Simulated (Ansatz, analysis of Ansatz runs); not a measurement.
# Al3GaN4 (Pm), nudged elastic band: H transfer from N to N (q = +1), part 2 of 5

Aim: the barrier of one jump in Al3GaN4 (Pm) at charge +1: H transfer from N to N. The model is a cell of 96 host atoms with 1 H put in; H is the atom that moves.

Ansatz 0.2.0; plane-wave PAW DFT, PBEsol; nudged elastic band between two relaxed defect structures at fixed charge in a uniform background.

So far: Set-up; Relaxation of the start point, charge +1.

**3. Relaxation of the end point, charge +1**

Level of this step: plane-wave PAW DFT, PBEsol; relaxation of all atoms of a defect supercell at fixed charge in a uniform background (Ansatz).

The end point is relaxed in the same cell and settings, so that the two energies compare. Atoms more than 3.2 Å from the middle of the hop start where the first relaxation left them, the nearer ones on or close to their ideal places, with small random displacements.

File qp1.end/input.yaml:

```yaml
crystal:
  lattice:
    - [10.08692303, 0.0, 0.00025291]
    - [0.0, 9.39015873, 0.0]
    - [-0.00644803, 0.0, 10.83602103]
  atoms:
    - { symbol: Al, position: [0.24988997, 0.16652181, 0.08368555] }
    - { symbol: Al, position: [0.00054045, 0.16650886, 0.41706985] }
    - { symbol: Al, position: [0.00079479, 7.1e-06, 0.16573523] }
    - { symbol: Ga, position: [0.24941374, -3.452e-05, 0.33261932] }
    - { symbol: "N", position: [0.05568407, 2.104e-05, 0.33315878] }
    - { symbol: "N", position: [0.0613419, 0.1666772, 0.08347917] }
    - { symbol: "N", position: [0.31217658, 0.1667962, 0.42007771] }
    - { symbol: "N", position: [0.31175974, -3.005e-05, 0.16299952] }
    - { symbol: Al, position: [0.24930019, 0.16656398, 0.58321737] }
    - { symbol: Al, position: [0.00076415, 0.16634904, 0.91753041] }
    - { symbol: Al, position: [0.00081689, 5.19e-06, 0.66608713] }
    - { symbol: Ga, position: [0.24934431, -2.353e-05, 0.83326799] }
    - { symbol: "N", position: [0.05574881, 1.88e-05, 0.83304235] }
    - { symbol: "N", position: [0.06053759, 0.167228, 0.58368042] }
    - { symbol: "N", position: [0.31250035, 0.16694839, 0.91979685] }
    - { symbol: "N", position: [0.31130069, -2.163e-05, 0.66295093] }
    - { symbol: Al, position: [0.24986056, 0.4999629, 0.08374748] }
    - { symbol: Al, position: [-0.00194073, 0.50002927, 0.41609323] }
    - { symbol: Al, position: [0.00087676, 0.33330996, 0.16528765] }
    - { symbol: Ga, position: [0.24970977, 0.33333333, 0.33310103] }
    - { symbol: "N", position: [0.05513679, 0.33388303, 0.33324588] }
    - { symbol: "N", position: [0.06129716, 0.50000519, 0.08328036] }
    - { symbol: "N", position: [0.31256197, 0.5, 0.4200968] }
    - { symbol: "N", position: [0.31157752, 0.33342389, 0.1633945] }
    - { symbol: Al, position: [0.25011431, 0.5, 0.58366544] }
    - { symbol: Al, position: [0.00052415, 0.50002227, 0.91748325] }
    - { symbol: Al, position: [-0.00174549, 0.33236394, 0.66624459] }
    - { symbol: Ga, position: [0.24889153, 0.33345669, 0.83345303] }
    - { symbol: "N", position: [0.05496438, 0.33335663, 0.83253573] }
    - { symbol: "N", position: [0.05646938, 0.50000513, 0.58332311] }
    - { symbol: "N", position: [0.31219661, 0.50002994, 0.91989329] }
    - { symbol: "N", position: [0.31159519, 0.33333333, 0.66314769] }
    - { symbol: Al, position: [0.24989086, 0.83340608, 0.08367678] }
    - { symbol: Al, position: [0.00054253, 0.83354323, 0.41706875] }
    - { symbol: Al, position: [0.00088111, 0.66670553, 0.16528632] }
    - { symbol: Ga, position: [0.24970977, 0.66666667, 0.33310103] }
    - { symbol: "N", position: [0.05514604, 0.66616005, 0.33324451] }
    - { symbol: "N", position: [0.06134129, 0.83333597, 0.08347565] }
    - { symbol: "N", position: [0.31218293, 0.83325628, 0.42008455] }
    - { symbol: "N", position: [0.31157952, 0.6665221, 0.16338236] }
    - { symbol: Al, position: [0.24930074, 0.83335749, 0.58322239] }
    - { symbol: Al, position: [0.00076274, 0.83369837, 0.91752807] }
    - { symbol: Al, position: [-0.00174484, 0.66764923, 0.66624257] }
    - { symbol: Ga, position: [0.24888662, 0.66648396, 0.83345334] }
    - { symbol: "N", position: [0.05496064, 0.66667767, 0.83253882] }
    - { symbol: "N", position: [0.06054505, 0.8327786, 0.5836776] }
    - { symbol: "N", position: [0.31249853, 0.83312131, 0.91978123] }
    - { symbol: "N", position: [0.31159519, 0.66666667, 0.66314769] }
    - { symbol: Al, position: [0.75070589, 0.16618576, 0.08353032] }
    - { symbol: Al, position: [0.49960229, 0.16593248, 0.41654196] }
    - { symbol: Al, position: [0.50049004, 6.85e-06, 0.16611406] }
    - { symbol: Ga, position: [0.7498453, -2.736e-05, 0.33251903] }
    - { symbol: "N", position: [0.55570316, 2.224e-05, 0.33320059] }
    - { symbol: "N", position: [0.56172677, 0.16582783, 0.08351386] }
    - { symbol: "N", position: [0.81259704, 0.16658607, 0.41989113] }
    - { symbol: "N", position: [0.81193362, -2.859e-05, 0.16316664] }
    - { symbol: Al, position: [0.75067151, 0.16534314, 0.58295494] }
    - { symbol: Al, position: [0.50018571, 0.1652175, 0.91883089] }
    - { symbol: Al, position: [0.49986877, 7.25e-06, 0.66584371] }
    - { symbol: Ga, position: [0.74990067, -3.077e-05, 0.83304956] }
    - { symbol: "N", position: [0.55550125, 2.196e-05, 0.83258865] }
    - { symbol: "N", position: [0.56167836, 0.16508365, 0.5827196] }
    - { symbol: "N", position: [0.81287212, 0.16633977, 0.91991403] }
    - { symbol: "N", position: [0.81193711, -2.253e-05, 0.66318773] }
    - { symbol: Al, position: [0.75030944, 0.49996436, 0.08376714] }
    - { symbol: Al, position: [0.50045971, 0.5, 0.41740264] }
    - { symbol: Al, position: [0.50031273, 0.33211398, 0.16369716] }
    - { symbol: Ga, position: [0.75054819, 0.33164581, 0.33160409] }
    - { symbol: "N", position: [0.55558724, 0.33333333, 0.33316332] }
    - { symbol: "N", position: [0.56117918, 0.50000566, 0.08362742] }
    - { symbol: "N", position: [0.8089906, 0.50003469, 0.41973863] }
    - { symbol: "N", position: [0.81193704, 0.33323944, 0.16263296] }
    - { symbol: Al, position: [0.7538116, 0.4999649, 0.58327559] }
    - { symbol: Al, position: [0.4996705, 0.5000242, 0.91825043] }
    - { symbol: Al, position: [0.50054365, 0.33333333, 0.66584605] }
    - { symbol: Ga, position: [0.75029217, 0.33297784, 0.83477823] }
    - { symbol: "N", position: [0.55610638, 0.33265714, 0.83533056] }
    - { symbol: "N", position: [0.56122767, 0.5, 0.58357752] }
    - { symbol: "N", position: [0.81255887, 0.50002445, 0.92010232] }
    - { symbol: "N", position: [0.80802722, 0.33364945, 0.66301747] }
    - { symbol: Al, position: [0.75070803, 0.83374128, 0.08352525] }
    - { symbol: Al, position: [0.49960489, 0.83412307, 0.41654498] }
    - { symbol: Al, position: [0.50031306, 0.66790584, 0.16368817] }
    - { symbol: Ga, position: [0.75055061, 0.66830916, 0.33160065] }
    - { symbol: "N", position: [0.55558724, 0.66666667, 0.33316332] }
    - { symbol: "N", position: [0.56172814, 0.83418764, 0.08350602] }
    - { symbol: "N", position: [0.81260181, 0.83347902, 0.41988969] }
    - { symbol: "N", position: [0.81194176, 0.66670618, 0.16263164] }
    - { symbol: Al, position: [0.75067096, 0.83459143, 0.5829561] }
    - { symbol: Al, position: [0.50018487, 0.83483154, 0.91882332] }
    - { symbol: Al, position: [0.50054365, 0.66666667, 0.66584605] }
    - { symbol: Ga, position: [0.75028928, 0.66695619, 0.83477399] }
    - { symbol: "N", position: [0.55610028, 0.66737603, 0.83532718] }
    - { symbol: "N", position: [0.5616713, 0.83491608, 0.58272787] }
    - { symbol: "N", position: [0.81287037, 0.83370811, 0.91990521] }
    - { symbol: "N", position: [0.80803062, 0.66629587, 0.6630098] }
    - { symbol: H, position: [0.396537, 0.5, 0.475483] }
total_charge: 1
basis:
  ecutwfc: 420
  xc_grid: 2
hamiltonian:
  xc: pbesol
kpoints:
  mp_grid: { grid: [1, 1, 1], shift: [0.25, 0.25, 0.25] }
scf:
  occupations: { method: fixed }
  max_iter: 120
output:
  forces: true
relax:
  f_tol: 0.02
  max_steps: 70
  random_displacement: { amplitude: 0.01, seed: 1308 }
```

On the command line:

```
$ ansatz run input.yaml --threads 32 --pin off --max-ram 84787MiB --backend cuda --events-out ev --progress --plain --runs-dir out --max-vram 78GiB
```

Numbers of over 12 decimals in the logs are rounded to 6 here.

Log:

```text
[...]
Crystal: 97 atoms, lattice volume = 1026.364 Å³
Basis set: ecut = 420 eV, 20007 PW (Γ), exchange–correlation on 144×128×150 points (8 copies of the dense FFT grid, shifted against one another)
Bands: 349, of which v1, the nominal top of the filled ones, is band 252 counted from 1 (251 counted from 0)
Symmetry: 1 space group operations
k-points: 1
[...]
SCF iter   1: F=—  HF=-82109.252186 eV  |F-HF|=—  |Δ(HF+E_count)|=         —  Δρ=1.04e-2  dr2=1.59e0  ethr=1.77e-3  ⟨swp⟩=5.0  Hψ=1165  notcnv=0  defer=94
[...]
SCF iter   3: F=—  HF=-82108.761641 eV  |F-HF|=—  |Δ(HF+E_count)|=   4.40e-2  Δρ=1.31e-3  dr2=3.03e-2  ethr=2.66e-5  ⟨swp⟩=3.0  Hψ=512  notcnv=0  defer=74
[...]
SCF 1 converged in 7 iterations: F = -82108.749508 eV  dr2 = 6.95e-6
[...]
- { symbol: N, position: [0.813254, 0.163643, 0.422366] }
    - { symbol: N, position: [0.811078, -5.046283021061301e-6, 0.164412] }
    - { symbol: Al, position: [0.748907, 0.165896, 0.585327] }
    - { symbol: Al, position: [0.500028, 0.166469, 0.917866] }
[...]
- { symbol: Ga, position: [0.749326, -5.247824252896733e-6, 0.833156] }
[...]
- { symbol: Ga, position: [0.757093, 0.321089, 0.326963] }
[...]
- { symbol: Ga, position: [0.748678, 0.332090, 0.835556] }
[...]
- { symbol: Al, position: [0.499601, 0.666481, 0.166629] }
    - { symbol: Ga, position: [0.757102, 0.678957, 0.326928] }
[...]
- { symbol: Al, position: [0.748913, 0.834086, 0.585330] }
    - { symbol: Al, position: [0.500030, 0.833635, 0.917868] }
    - { symbol: Al, position: [0.499668, 0.666541, 0.666483] }
    - { symbol: Ga, position: [0.748676, 0.667912, 0.835561] }
    - { symbol: N, position: [0.554954, 0.666779, 0.833748] }
    - { symbol: N, position: [0.560264, 0.832794, 0.584018] }
    - { symbol: N, position: [0.812781, 0.834350, 0.920457] }
    - { symbol: N, position: [0.812783, 0.669856, 0.666199] }
    - { symbol: H, position: [0.386954, 0.499790, 0.412977] }
[key lines of the parts left out:]
SCF converged after 3 iterations
```

The job ended after 11 s (1 × NVIDIA GB200 with 32 threads of Arm Neoverse V2, shared host; peak memory 1.4 GiB; 66 s of CPU time).

The steps of the relaxation:

```csv
step,energy less that of the first step (eV),largest force component (eV/Å)
1,0.0000,12.1237
2,-1.9061,6.0066
3,-2.7288,2.6377
4,-3.0308,0.2826
5,-3.0525,0.3660
6,-3.0826,0.2781
7,-3.1017,0.1937
8,-3.1298,0.4575
9,-3.1508,0.7623
10,-3.2472,0.3639
11,-3.2957,0.2657
12,-3.3104,0.3557
13,-3.3160,0.3728
14,-3.3034,1.1198
15,-3.3226,0.0556
16,-3.3265,0.0935
17,-3.3273,0.0663
18,-3.3277,0.0046
19,-3.3277,0.0046
```

Relaxation step 14 was tried and not accepted.

The atoms that moved most (Å, from the sites as typed, ahead of the random displacement):

```
atom      dx      dy      dz  length
Al66   0.840   0.001   0.008   0.840
 H97  -0.097  -0.002  -0.677   0.684
 N23  -0.268   0.000  -0.005   0.268
 N71  -0.150   0.000   0.012   0.150
Al73   0.034   0.000   0.141   0.145
Ga84   0.066   0.100  -0.051   0.130
Ga68   0.066  -0.099  -0.050   0.129
Ga20  -0.087  -0.048  -0.026   0.102
```

Neighbours of H97 at the end:

```csv
atom,distance (Å)
N23,1.021
Al66,1.986
Ga20,2.356
Ga36,2.358
Al25,2.399
N69,2.512
N85,2.516
N78,2.625
```

Numbers from this step:

```yaml
free_energy: -82112.0772 eV
r_m_s_move_of_the_farther_half_of_the_atoms: 0.01665 Å
largest_move_from_the_ideal_geometry_of_this_structure_a_common_shift_of_the_far_atoms_taken_out: 0.8424 Å
```

The relaxation gained 3.328 eV and ended with a largest force component of 0.0046 eV/Å. The end lies 0.178 eV below the start.

(Continued in part 3 of 5.)

[Logs are printed without paths, hosts, clocks, repeated set-up lines and the standing remarks that a program may print on its own settings, such as how far it seeks lower states.]

[Hosts, paths, dates, database ids (printed as entryN), source tags and the programs' standing remarks are cut or masked in the printed files.]
